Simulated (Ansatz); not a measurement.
# Heat carried by phonons in Al2O3 (Corundum, R-3c), part 3 of 3

How well does the lattice of Al2O3 (Corundum) conduct heat?

What experiment has found for this phase:
- thermal conductivity 30 W/m/K near room temperature (given in “Combining the AFLOW GIBBS and Elastic Libraries to efficiently and robustly screen thermo-mechanical properties of solids”, 2017, arXiv:1611.05714)

Ansatz 0.2.0; DFT r2SCAN, scalar-relativistic, plane waves, PAW; PAW set soft_1.

So far. Step 2 (A first coarse run): The start is under -0.37 GPa at this level and looks like an insulator or semiconductor on this mesh. Step 4 (Relaxing to small residual forces and stress): The residual pressure is -0.0034 GPa, small enough for phonons. The relaxed cell has a = 4.758, c = 12.992 Å (conventional setting).

## (6) Anharmonic force constants and conductivity (continued)

RTA, 300 K. Kappa by branch, by row:

```
branch (by rank)  mean frequency (THz)  mean rms speed (km/s)  median lifetime (ps)  share of kappa
               1                  5.88                   4.04                  3.12           0.176
               2                  6.37                   4.33                  5.67           0.329
               3                  7.78                    3.6                  2.78           0.226
               4                  8.65                   2.56                     3           0.039
               5                  9.45                   2.34                  3.16           0.029
               6                  9.97                   2.35                  3.41           0.026
               7                 11.09                   1.85                  3.22           0.015
               8                 11.49                   1.56                   3.4           0.013
               9                 11.91                   1.77                  3.32           0.014
              10                 12.29                   1.58                  3.27           0.012
              11                 12.71                   1.51                  3.09           0.011
              12                 13.08                   1.83                  3.39           0.014
              13                 13.55                   2.36                  3.42           0.024
              14                 14.11                   2.01                   2.7           0.013
              15                 14.62                   1.85                  2.56            0.01
              16                 15.08                   1.91                  2.06            0.01
              17                 15.59                   1.69                  1.95           0.006
              18                 16.05                   1.62                   1.5           0.004
```

Table of spectral kappa at 300 K, relaxation time (W/m/K/THz) by frequency; read off at these points:

```
frequency (THz)  spectral kappa at 300 K, relaxation time (W/m/K/THz)
            0.2                                                     0
            1.2                                                  4.45
            1.8                                                  1.95
            2.2                                                  10.2
            2.8                                                  1.44
            3.2                                                  5.01
            4.2                                                  4.45
            5.2                                                  5.92
            6.8                                                  3.83
            7.8                                                  2.66
            9.2                                                  1.53
           10.8                                                 0.706
           11.8                                                   1.4
           13.2                                                  1.30
           14.2                                                  1.02
           15.8                                                 0.436
           16.8                                                 0.375
           18.2                                                 0.251
           19.8                                                0.0823
           20.8                                                0.0600
           22.2                                                0.0356
           23.2                                                0.0140
           24.8                                                0.0350
           25.8                                                0.0116
           27.2                                                1.4e-4
```

Relaxation-time solution. Table of share of κ carried by shorter paths by mean free path:

```
mean free path (nm)  100 K  300 K  800 K
              0.316      0      0  0.002
              0.464      0      0  0.007
              0.681      0      0  0.021
                  1      0  0.002  0.042
               1.47      0  0.005  0.088
               2.15      0  0.011  0.163
               3.16      0  0.025  0.249
               4.64      0  0.052  0.335
               6.81      0  0.098  0.423
                 10      0  0.163  0.505
               14.7      0  0.234  0.588
               21.5  0.001  0.317  0.675
               31.6  0.002  0.388  0.746
               46.4  0.004  0.468  0.789
               68.1  0.007  0.566   0.85
                100  0.014  0.653  0.877
                147  0.027  0.735  0.901
                215  0.045  0.791   0.94
                316  0.075  0.843  0.982
                464  0.118  0.863      1
                681  0.174  0.899      1
               1000  0.258  0.952      1
               1470  0.358  0.986      1
               2150  0.439      1      1
               3160  0.534      1      1
               4640  0.633      1      1
               6810  0.701      1      1
              10000  0.741      1      1
              14700  0.782      1      1
              21500  0.902      1      1
              31600      1      1      1
```

300 K; a sample spread over frequency. Mode lifetimes, by row, the first 40 of 90 rows:

```
    q1       q2       q3  branch  frequency (THz)  rms speed (km/s)  three-phonon rate (1/ps)  isotope rate (1/ps)  lifetime (ps)  mean free path (nm)
     0        0   0.0769       1            1.155              6.04                     0.015              3.95e-8           66.5                  402
     0   0.0769   0.3077       1            4.332              5.68                      0.18              1.28e-5           5.55                 31.6
0.0769   0.2308  -0.2308       1            5.448              5.12                     0.393              3.14e-5           2.55                   13
0.0769  -0.3846  -0.1538       2            6.236              4.66                     0.173              6.13e-5           5.79                   27
0.0769   0.1538   0.3077       3            6.783              9.42                     0.207              1.32e-4           4.83                 45.5
0.1538   0.4615  -0.3846       1              7.1              1.82                     0.392              1.27e-4           2.55                 4.65
0.2308   0.3077  -0.2308       2            7.526              3.21                     0.267              1.24e-4           3.75                   12
0.2308  -0.3846  -0.3077       2            7.851              1.69                     0.447              6.92e-5           2.24                 3.78
     0   0.2308  -0.2308       3            8.134               0.7                     0.374              1.16e-4           2.67                 1.86
0.0769   0.2308  -0.1538       4            8.386              6.62                     0.237              2.32e-4           4.22                   28
0.2308   0.3846  -0.2308       4            8.579              2.71                     0.193              1.54e-4           5.19                 14.1
0.2308  -0.3846  -0.3077       4            8.893              3.56                     0.177              1.36e-4           5.65                 20.1
     0   0.1538  -0.3846       5            9.156              0.89                     0.395              1.79e-4           2.53                 2.26
0.0769   0.1538  -0.3077       5            9.334              1.66                     0.416              2.40e-4            2.4                 3.97
0.1538   0.3077  -0.3846       6            9.519              1.88                     0.214              3.58e-4           4.66                 8.78
0.2308   0.3846   0.3846       6            9.719              2.19                     0.399              2.89e-4           2.51                 5.49
0.1538   0.2308  -0.3077       6            9.923              2.55                     0.255              2.49e-4           3.91                 9.96
0.0769   0.4615  -0.4615       6            10.28              2.26                     0.169              2.88e-4           5.89                 13.3
     0   0.2308   0.2308       6            10.75              0.48                      0.41               0.0011           2.43                 1.16
0.2308  -0.4615  -0.3846       7            10.99              1.96                     0.267              4.56e-4           3.74                 7.33
0.1538  -0.3846  -0.2308       8            11.23              2.15                     0.264                0.003           3.74                 8.05
     0   0.0769  -0.3846       8            11.36              0.32                     0.346              0.00815           2.82                 0.89
     0   0.2308   0.2308       7            11.51              1.48                     0.321              0.00821           3.04                 4.51
0.2308   0.3077  -0.4615       8            11.63              0.96                     0.275              0.00815           3.53                 3.38
0.3846   0.3846  -0.3846       7            11.77              1.66                     0.279              0.00178           3.56                 5.93
0.0769   0.3077   0.3846       9            11.93              2.42                     0.244              0.00301           4.06                 9.82
0.0769  -0.3846  -0.3846      11            12.09              1.16                     0.347              0.00634           2.83                 3.27
0.3077   0.3846   0.3846       8            12.21              1.23                     0.269              0.00648           3.63                 4.48
     0   0.0769   0.0769       9            12.34              3.95                     0.351              0.00573           2.81                 11.1
0.1538   0.3077   0.3077       9            12.46              0.81                     0.328              0.00525           3.01                 2.44
0.0769   0.0769   0.4615      10            12.56              0.84                      0.39              0.00825           2.51                  2.1
0.2308   0.2308  -0.4615      11            12.69              0.55                     0.254              0.00219            3.9                 2.14
0.0769   0.2308  -0.3077      12            12.81              0.85                     0.345              0.00468           2.86                 2.43
0.0769   0.2308  -0.0769      11            12.93              1.05                     0.388              0.00347           2.56                 2.68
0.1538   0.2308  -0.1538      12            13.08              2.53                     0.303              0.00346           3.27                 8.25
0.0769   0.2308  -0.4615      12            13.23              0.61                     0.316              0.00309           3.13                 1.91
0.0769   0.1538   0.4615      12            13.41              1.83                     0.261               0.0026           3.79                 6.95
0.0769   0.0769  -0.4615      13            13.57              3.58                       0.3                0.002           3.31                 11.8
0.0769   0.2308  -0.1538      13            13.72              0.92                     0.317              0.00308           3.12                 2.88
     0   0.1538  -0.2308      13            13.91              2.28                     0.347              0.00315           2.85                  6.5
```

Without the LO-TO term. Gamma linewidths, by row:

```
branch  frequency (cm⁻¹)  three-phonon rate (1/ps)  isotope rate (1/ps)  FWHM (cm⁻¹)
     4             308.2                     0.794              2.87e-5         4.22
     5             381.1                     0.282               0.0101         1.55
     6             381.1                     0.282               0.0101         1.55
     7             386.3                     0.433              0.00124          2.3
     8             386.3                     0.433              0.00124          2.3
     9             400.5                     0.436              0.00586         2.35
    10             420.2                     0.249              5.35e-5         1.32
    11             433.8                     0.539              0.00156         2.87
    12             433.8                     0.539              0.00156         2.87
    13             441.4                     0.415              0.00303         2.22
    14             441.4                     0.415              0.00303         2.22
    15               449                     0.356              0.00117          1.9
    16               449                     0.356              0.00117          1.9
    17             538.2                     0.217              0.00178         1.16
    18             572.3                     0.708              0.00473         3.79
    19             572.3                     0.708              0.00473         3.79
    20             578.7                     0.398              0.00105         2.12
    21             578.7                     0.398              0.00105         2.12
    22             583.7                     0.369              0.00752            2
    23             605.3                      1.18              7.73e-4         6.26
    24             635.6                     0.869              0.00761         4.66
    25             635.6                     0.869              0.00761         4.66
    26               647                      1.13              0.00815         6.02
    27             700.2                      1.05              0.00421         5.61
    28             753.1                      1.97               0.0843         10.9
    29             753.1                      1.97               0.0843         10.9
    30             758.4                      2.01               0.0878         11.1
```

W/m/K, third of the trace; RTA populations with a boundary rate v/L added to each mode (Matthiessen's rule). Kappa by grain size, by row:

```
T (K)   bulk  10 nm  30 nm  100 nm  300 nm  1000 nm  10000 nm  100000 nm
  100  450.2  4.755  12.84   34.51   74.72    146.3     317.5      423.7
  300   39.7  9.578  16.15   23.97   30.16    35.04     39.01      39.63
  600  17.13  7.326   10.4   13.26    15.1     16.3     17.03      17.12
```

W/m/K, third of the trace; RTA populations with the isotope rates scaled. Kappa by mass disorder, by row:

```
T (K)  no isotopes  as typed  variance x 3  variance x 10  variance x 30
  100        452.2     450.2         446.6          435.5          410.4
  300        39.79      39.7         39.54          39.03          37.87
  600        17.15     17.13         17.09          16.95           16.6
```

At 300 K the relaxation-time value is 40.2 W/(m K).

## (7) What came out

| Item | Value |
| --- | --- |
| highest frequency | 907 cm⁻¹ |
| Debye temperature from the second moment | 986 K |
| κ at 300 K (relaxation time) | 40.22 W/m/K |
| mean free path at half of κ | 51.7 nm |
| share of κ above the three lowest branches | 0.269 |

The lattice of Al2O3 (Corundum) conducts 40.2 W/(m K) at 300 K by r2SCAN (mean over directions, relaxation-time solution). Above 300 K the relaxation-time κ falls as T^-1.07, near the 1/T law of three-phonon scattering. The tensor is anisotropic, with a ratio of 1.2 between its largest and smallest diagonal entries. Grains of 100 nm would keep 60 % of the bulk value at 300 K, and grains of 1 µm 88 %. Removing the natural isotope disorder raises κ at 300 K by 0 %. A measured thermal conductivity near room temperature is 30 W/m/K (arXiv:1611.05714); the calculated 40.2 W/m/K differs by +34 %. Four-phonon, defect and boundary scattering, which are left out, would lower the calculated value; thermal expansion is left out too. The last run computed the relaxation-time solution alone; it counts normal processes as resistive, so the full solution usually lies higher, most of all in good conductors. The sum rules changed one orbit of cubic constants by up to 16 %; by the manual a large change points to a short cutoff or, on a small and distant orbit, to noisy forces. The conductivities include the coherence part between close branches; the shares for grains, isotopes, branches and paths are of the relaxation-time populations alone. Cubic couplings among atoms farther apart than the pair cutoff are dropped, and neither the cutoff nor the q-mesh was shown to be converged here. The interpolation has no quadrupole term, so branches near the zone centre are less sure, since this crystal has sites that are not centres of inversion. The PAW files were made for PBE and are used here under another functional, for which the program regenerates the frozen cores.

[Logs are printed without paths, hosts, clocks, repeated set-up lines and the standing remarks that a program may print on its own settings, such as how far it seeks lower states.]

[Hosts, paths, dates, database ids (printed as entryN), source tags and the programs' standing remarks are cut or masked in the printed files.]

[A step with changed settings may run another functional than the one named; its input shows which.]
